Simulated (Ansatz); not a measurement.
# Cs2AgSbBr6 (Fm-3m): G0W0 under other settings

A base run on Cs2AgSbBr6 (Fm-3m), then changed inputs.

Method: G0W0 on r2SCAN, plane waves, PAW; PAW set soft_1, in Ansatz 0.2.0.

In doubt: one-shot GW on d or f shells is unsure, so the values of those runs are not to be relied on.

## (1) The starting structure

Symmetry: Fm-3m, No. 225, cubic system. The conventional cell has a = 11.379 Å, b = 11.379 Å, c = 11.379 Å, α = 90.00°, β = 90.00°, γ = 90.00°. Nearest to Cs lie 12 Br at 4.02 Å. Nearest to Ag lie 6 Br at 2.86 Å. Nearest to Sb lie 6 Br at 2.83 Å. Nearest to Br lie 1 Sb at 2.83 Å and 1 Ag at 2.86 Å and 4 Cs at 4.02 Å. Farther neighbours and most contacts between anions are not listed.

The cell and positions are those that the Materials Project relaxed with its own functionals (PBE, PBE+U or r2SCAN), kept fixed. Spin-orbit coupling is left out unless a step names it.

## (2) The base run: 2×2×2 mesh, 1099 empty bands, screening to 120 eV, PAW set soft_1 files

Now the one-shot GW correction: screening in the RPA, then the self-energy of the levels asked for. This step takes PAW set soft_1 files.

File input.yaml:

```yaml
crystal:
  lattice:
    - [0.0, 5.689253, 5.689253]
    - [5.689253, 0.0, 5.689253]
    - [5.689253, 5.689253, 0.0]
  atoms:
    - { symbol: Cs, position: [0.75, 0.75, 0.75] }
    - { symbol: Cs, position: [0.25, 0.25, 0.25] }
    - { symbol: Ag, position: [0.5, 0.5, 0.5] }
    - { symbol: Sb, position: [0.0, 0.0, 0.0] }
    - { symbol: Br, position: [0.751554, 0.248446, 0.248446] }
    - { symbol: Br, position: [0.248446, 0.248446, 0.751554] }
    - { symbol: Br, position: [0.248446, 0.751554, 0.751554] }
    - { symbol: Br, position: [0.248446, 0.751554, 0.248446] }
    - { symbol: Br, position: [0.751554, 0.248446, 0.751554] }
    - { symbol: Br, position: [0.751554, 0.751554, 0.248446] }
kpoints:
  mp_grid: { grid: [2, 2, 2] }
hamiltonian:
  xc: r2scan
  pseudopotentials: { kind: paw, azcp: { folder: soft_1 } }
scf:
  occupations: { method: fixed }
gw:
  n_empty_bands: 1099
  ecut_chi: 120.0
  qp_bands: [v3, c3]
  qp_kpoints: band_edges
  screening: { model: contour_deformation }
```

Started as:

```console
> ansatz run input.yaml --threads 3 --pin off --max-ram 92160MiB --backend cuda --events-out ev --progress --plain --runs-dir out --devices 1 --max-vram 13GiB
```

Numbers of over 12 decimals in the logs are rounded to 6 here.

Log:

```text
GPUs: using 1 of 1 available (devices: 1).
Engine: ansatz 0.2.0, x86_64-unknown-linux-gnu
Pseudopotentials: kind: paw
Pseudopotential: Cs, paw, valence charge 9, recommended cutoff 500 eV (meta_gga), soft_1/Cs.paw.azcp
Pseudopotential: Ag, paw, valence charge 19, recommended cutoff 500 eV (meta_gga), soft_1/Ag.paw.azcp
Pseudopotential: Sb, paw, valence charge 15, recommended cutoff 500 eV (meta_gga), soft_1/Sb.paw.azcp
Pseudopotential: Br, paw, valence charge 7, recommended cutoff 500 eV (meta_gga), soft_1/Br.paw.azcp
Functional definition: r2SCAN
  parameter k0 = 0.174
  parameter k1 = 0.065
  parameter a1 = 4.9479
  exchange = r2scan_x(k0 = k0, k1 = k1, a1 = a1)
  correlation = r2scan_c
device memory: the entry about to start is reckoned to put 4.1 GiB on a device that reports 16.7 GiB free (of which the cap on the GPU budget leaves the run 13.0 GiB)
GPU FFT provider: cuFFT
GPU libraries: cuBLAS 13.8.2, cuFFT 12.4.0, cuSOLVER 12.3.4
Crystal: 10 atoms, lattice volume = 368.295 Å³
Basis set: ecut = 500 eV, 9377 PW (Γ), exchange–correlation on 240×240×240 points (64 copies of the dense FFT grid, shifted against one another)
Bands: 57, of which v1, the nominal top of the filled ones, is band 47 counted from 1 (46 counted from 0)
Symmetry: 48 space group operations
Space group: Fm-3m (ITA 225), of the structure as read, at distance tolerance 7.2e-5 Å
k-points: 3 of 8
Non-local potential: Cs, projectors of the file, l = 0: 3, l = 1: 2, l = 2: 2, l = 3: 2
Non-local potential: Ag, projectors of the file, l = 0: 3, l = 1: 2, l = 2: 2, l = 3: 1
Non-local potential: Sb, projectors of the file, l = 0: 2, l = 1: 2, l = 2: 2, l = 3: 1
Non-local potential: Br, projectors of the file, l = 0: 2, l = 1: 2, l = 2: 2
PAW form: soft (Blöchl's): semilocal exchange-correlation on the pseudo side does not see the compensation charge
PAW frozen core: Cs, regenerated for the run's functional (the file was generated under x = pbe(κ = 0.804, μ = 0.219515), c = pbe(β = 0.066725))
PAW frozen core: Ag, regenerated for the run's functional (the file was generated under x = pbe(κ = 0.804, μ = 0.219515), c = pbe(β = 0.066725))
PAW frozen core: Sb, regenerated for the run's functional (the file was generated under x = pbe(κ = 0.804, μ = 0.219515), c = pbe(β = 0.066725))
PAW frozen core: Br, regenerated for the run's functional (the file was generated under x = pbe(κ = 0.804, μ = 0.219515), c = pbe(β = 0.066725))
PAW one-centre angular grid: Cs, 302 points (default); XC on 160 Gauss nodes
PAW one-centre angular grid: Ag, 590 points (default); XC on 160 Gauss nodes
PAW one-centre angular grid: Sb, 590 points (default); XC on 160 Gauss nodes
PAW one-centre angular grid: Br, 302 points (default); XC on 160 Gauss nodes
[...]
device memory: the entry about to start is reckoned to put 0.9 GiB on a device that reports 16.4 GiB free (of which the cap on the GPU budget leaves the run 13.0 GiB)
NSCF: frozen V_eff on 1 k-points
SCF converged after 9 iterations
Free energy (F): -42244.792052 eV
Harris-Foulkes:  -42244.792052 eV  (|F-HF|=6.76e-9)
Internal energy: -42244.792052 eV  (E = F + TS)
E sigma→0 (E₀):  -42244.792052 eV
Fermi energy:    3.751566 eV
--- Per-component energies (eV) ---
  E_band       = -971.752152
  E_kinetic    = 1706.992225
  E_local      = -8314.326783  (includes V_loc(G=0)·N_el)
  E_nonlocal   = 773.865939
  E_hartree    = 3523.415839
  E_xc         = -1681.761941
  E_vxc        = -1335.991609  (∫ρ·V_xc dr)
  E_paw        = -32732.836406  (= ΣΔE_a)
  E_vpaw       = -920.041501  (= ΣTr[D̂ρ^β])
  E_aug_tail   = 0.000177  (compensation charges beyond the density's cutoff)
  E_vtau       = 70.922907  (kinetic-family band-sum trace: ∫τ·v_τ [+ j·A + Jᵃ·Aᵃ] dr)
  E_ewald      = -5519.288455
  E_core_change = -0.852649  (= ΣΔE_core)
  E_smearing   = -0.000000  (= −TS)
  E_closure    = -0.000000  (closes the sum)
  Σ components = -42244.792052   (vs F -42244.792052, Δ=0.00e0)
--- Band table (eV) ---
  k-point 0: bands = [... 43 lower, 2.3175, 2.3175, 2.6874, 2.6874, 5.9743, 5.9743, 5.9743, 7.7717, ... 6 higher]
  k-point 1: bands = [... 43 lower, 2.0397, 2.2313, 2.2313, 2.5980, 4.9361, 7.1507, 7.1507, 9.0799, ... 6 higher]
  k-point 2: bands = [... 43 lower, 1.9847, 2.3033, 2.6828, 3.7516, 6.3677, 6.3677, 6.6618, 8.1329, ... 6 higher]
--- G₀W₀: contour deformation, 7 samples at zero and on the imaginary axis and 1 off it, 8 q-points, 1099 empty bands' worth ---
  eigenvalues of the whole cell's RPA ε∞ on this k-mesh (on a slab, of 1 + 4πα/V) = 5.2672, 5.2672, 5.2672; static W/v taken at q = 0 is 0.189854
  bands read: the sum over 1146 bands ends inside a degenerate multiplet in 1 slot, whose members it reads at an even weight; the widest, k=1: bands 1146 to 1147 (counted from 1) at 1/2 each
  gw.qp_kpoints: band_edges: 3 of 3 stored k-points solved, in 1 pass; an edge of the gap read off the rows below is read off those points alone
    ik  band        ε_KS         Σx   Σc(E_QP)       V_xc       Z   E_QP_lin       E_QP  E_QP is
     0    45      2.3175   -19.8345     2.6121   -16.4068  0.7453     1.4822     1.5020  root
     0    46      2.6874   -26.6847     3.1865   -22.9796  0.7389     2.1614     2.1687  root
     0    47      2.6874   -26.6847     3.1865   -22.9796  0.7389     2.1614     2.1687  root
     0    48      5.9743    -9.4911    -3.5013   -13.3210  0.7726     6.3052     6.3029  root
     0    49      5.9743    -9.4911    -3.5013   -13.3210  0.7726     6.3052     6.3029  root
     0    50      5.9743    -9.4911    -3.5013   -13.3210  0.7726     6.3052     6.3029  root
     1    45      2.2313   -22.7380     2.9780   -19.0721  0.7359     1.5230     1.5434  root
     1    46      2.2313   -22.7380     2.9780   -19.0721  0.7359     1.5230     1.5434  root
[...]
2    47      3.7516   -23.0740     1.8616   -20.7456  0.7587     3.2803     3.2847  root
     2    48      6.3677   -10.1684    -3.5963   -14.1342  0.7644     6.7404     6.7372  root
     2    49      6.3677   -10.1684    -3.5963   -14.1342  0.7644     6.7404     6.7372  root
     2    50      6.6618   -10.5424    -3.6896   -14.6329  0.7579     7.0669     7.0627  root
```

Run time: 26 s. Hardware: 1 × NVIDIA H100 80GB HBM3 (shared by 6 runs) with 3 threads of AMD EPYC 7R13 (Zen 3), shared host; peak memory 3.2 GiB; 43 s of CPU time.

In the SCF lines HF is the Harris–Foulkes energy and dr2 the Hartree energy of the density residual, in eV; the loop may stop once dr2 is under the threshold and the program's other checks hold. Hψ counts applications of the Hamiltonian.

Numbers from this step:

| Item | Value |
| --- | --- |
| bands summed | 1146 |
| RPA ε∞ on this mesh (eigenvalues) | 5.267, 5.267, 5.267 |
| plane waves in the screening matrix | 1067 |
| q-points in the mesh | 8 |
| G0W0 gap on the mesh | 1.944 eV |
| k of the valence top | 0, -0.5, -0.5 |
| k of the conduction bottom | 0, 0, -0.5 |
| starting gap on the mesh | 1.184 eV |
| Z at the valence top | 0.7587 |
| Z at the conduction bottom | 0.7792 |
| least direct G0W0 gap on the computed points | 3.205 eV |

The gap on the mesh goes from 1.18 eV to 1.94 eV, a correction of +0.76 eV. Between the two edge states, bare exchange in place of the xc potential would open the gap by 6.14 eV, and correlation takes back 5.38 eV.

## (3) Variant: wavefunction cutoff

Changes to input.yaml since step 2:

```diff
@@ -24,4 +24,4 @@
 gw:
-  n_empty_bands: 1099
-  ecut_chi: 120.0
+  n_empty_bands: 836
+  ecut_chi: 100
   qp_bands: [v3, c3]
@@ -29 +29,3 @@
   screening: { model: contour_deformation }
+basis:
+  ecutwfc: 300
```

Log:

```text
Warning: basis.ecutwfc = 300 eV is below the records' recommended 500 eV, and the density's cutoff is lower with it unless basis.ecutrho_ratio is high enough to keep the records' density cutoff: compare with a run at a higher cutoff
GPUs: using 1 of 1 available (devices: 1).
[...]
GPU FFT provider: cuFFT
GPU libraries: cuBLAS 13.8.2, cuFFT 12.4.0, cuSOLVER 12.3.4
Crystal: 10 atoms, lattice volume = 368.295 Å³
Basis set: ecut = 300 eV, 4285 PW (Γ), exchange–correlation on 192×192×192 points (64 copies of the dense FFT grid, shifted against one another)
Bands: 57, of which v1, the nominal top of the filled ones, is band 47 counted from 1 (46 counted from 0)
[... 1 set-up line as in the run before ...]
[...]
k-points: 3 of 8
[...]
GPU buffer pool allocated for 110592 grid points (all kernels)
GPU transforms: local potential: pruned to the plane-wave sphere, on 45×45×45; band sums: pruned to the plane-wave sphere, on 48×48×48
[...]
SCF iter   1: F=—  HF=-42246.669841 eV  |F-HF|=—  |Δ(HF+E_count)|=         —  Δρ=2.82e-2  dr2=6.04e0  dr2_τ=3.92e-2  ethr=3.10e-3  ⟨swp⟩=5.0  Hψ=545  notcnv=0  defer=21
[...]
SCF iter   9: F=-42244.519071 eV  HF=-42244.519071 eV  |F-HF|=5.30e-9  |Δ(HF+E_count)|=   4.76e-8  Δρ=1.72e-6  dr2=9.60e-9  dr2_τ=5.77e-10  ethr=1.06e-10  ⟨swp⟩=17.3  Hψ=847  notcnv=0
SCF 1 converged in 9 iterations: F = -42244.519071 eV  dr2 = 9.60e-9
[...]
NSCF: frozen V_eff on 3 k-points
[...]
G₀W₀ screening: q 1/3
[... further progress lines ...]
[...]
SCF converged after 9 iterations
Free energy (F): -42244.519071 eV
[...]
Internal energy: -42244.519071 eV  (E = F + TS)
E sigma→0 (E₀):  -42244.519071 eV
Fermi energy:    3.745723 eV
[...]
--- Band table (eV) ---
  k-point 0: bands = [... 43 lower, 2.3183, 2.3183, 2.6792, 2.6792, 5.9798, 5.9798, 5.9798, 7.7741, ... 6 higher]
  k-point 1: bands = [... 43 lower, 2.0406, 2.2278, 2.2278, 2.5974, 4.9429, 7.1549, 7.1549, 9.0807, ... 6 higher]
  k-point 2: bands = [... 43 lower, 1.9797, 2.3040, 2.6737, 3.7457, 6.3720, 6.3720, 6.6663, 8.1395, ... 6 higher]
[...]
0    45      2.3183   -19.8349     2.6905   -16.4079  0.7462     1.5660     1.5817  root
     0    46      2.6792   -26.6025     3.2621   -22.9080  0.7405     2.2419     2.2469  root
     0    47      2.6792   -26.6025     3.2621   -22.9080  0.7405     2.2419     2.2469  root
     0    48      5.9798    -9.4834    -3.4277   -13.3117  0.7733     6.3838     6.3804  root
     0    49      5.9798    -9.4834    -3.4277   -13.3117  0.7733     6.3838     6.3804  root
     0    50      5.9798    -9.4834    -3.4277   -13.3117  0.7733     6.3838     6.3804  root
     1    45      2.2278   -22.6461     3.0400   -18.9908  0.7372     1.5992     1.6125  root
     1    46      2.2278   -22.6461     3.0400   -18.9908  0.7372     1.5992     1.6125  root
[...]
2    47      3.7457   -23.0218     1.9599   -20.6995  0.7600     3.3808     3.3834  root
     2    48      6.3720   -10.1613    -3.5149   -14.1261  0.7653     6.8267     6.8219  root
     2    49      6.3720   -10.1613    -3.5149   -14.1261  0.7653     6.8267     6.8219  root
     2    50      6.6663   -10.5344    -3.6035   -14.6240  0.7589     7.1586     7.1524  root
```

The job ended after 22 s (1 × NVIDIA H100 80GB HBM3 (shared by 6 runs) with 3 threads; peak memory 2.1 GiB; 26 s of CPU time).

The G0W0 gap on the mesh is 1.922 eV.

Against the base:

| setting | base | variant |
| --- | --- | --- |
| empty bands | 1099 | 836 |
| screening cutoff (eV) | 120.0 | 100 |
| typed cutoff | - | 300 |

```csv
quantity,variant,base
starting gap on the mesh,1.197,1.184
G0W0 gap on the mesh,1.922,1.944
least direct G0W0 gap on the computed points,3.189,3.205
Z at the valence top,0.760,0.759
Z at the conduction bottom,0.780,0.779
```

## (4) What came out

| Quantity | Value |
| --- | --- |
| base | 1.94 eV, 26 s |
| wavefunction cutoff | 1.92 eV, 22 s |

In words: Wavefunction cutoff: the gap moves by −0.02 eV (the plane-wave cutoff goes from 500 to 300 eV). The variant differs from the base in empty bands, screening cutoff and typed cutoff together, so the change can't be laid to one of them. All runs here use a coarse mesh and modest cutoffs; they test settings and are not final values. The 2×2×2 mesh is coarse for this cell (its supercell is 16 Å along the shortest edge). The RPA ε∞ on it, from the r2SCAN start, is 5.27; such meshes misread the long-range screening, most where the gap is narrow. A d shell, filled or nearly so, lies near the gap. One-shot GW converges very slowly in bands there, not always from below, and on a semilocal start the gap tends to come out low; starts rich in exact exchange can overshoot instead. The many-body steps are scalar-relativistic: spin-orbit coupling is not in them.

[Paths, hosts, dates, memory and timing lines, banners, echoed tables and standing remarks are left out of the program output.]

[Logs are printed without paths, hosts, clocks, repeated set-up lines and the standing remarks that a program may print on its own settings, such as how far it seeks lower states.]

[Runs of the session that timed out or met a known fault of the program may be left out.]

[Cells called generated may have been cut or substituted from an entry of the Crystallography Open Database or the Materials Project.]

[Hosts, paths, dates, database ids (printed as entryN), source tags and the programs' standing remarks are cut or masked in the printed files.]
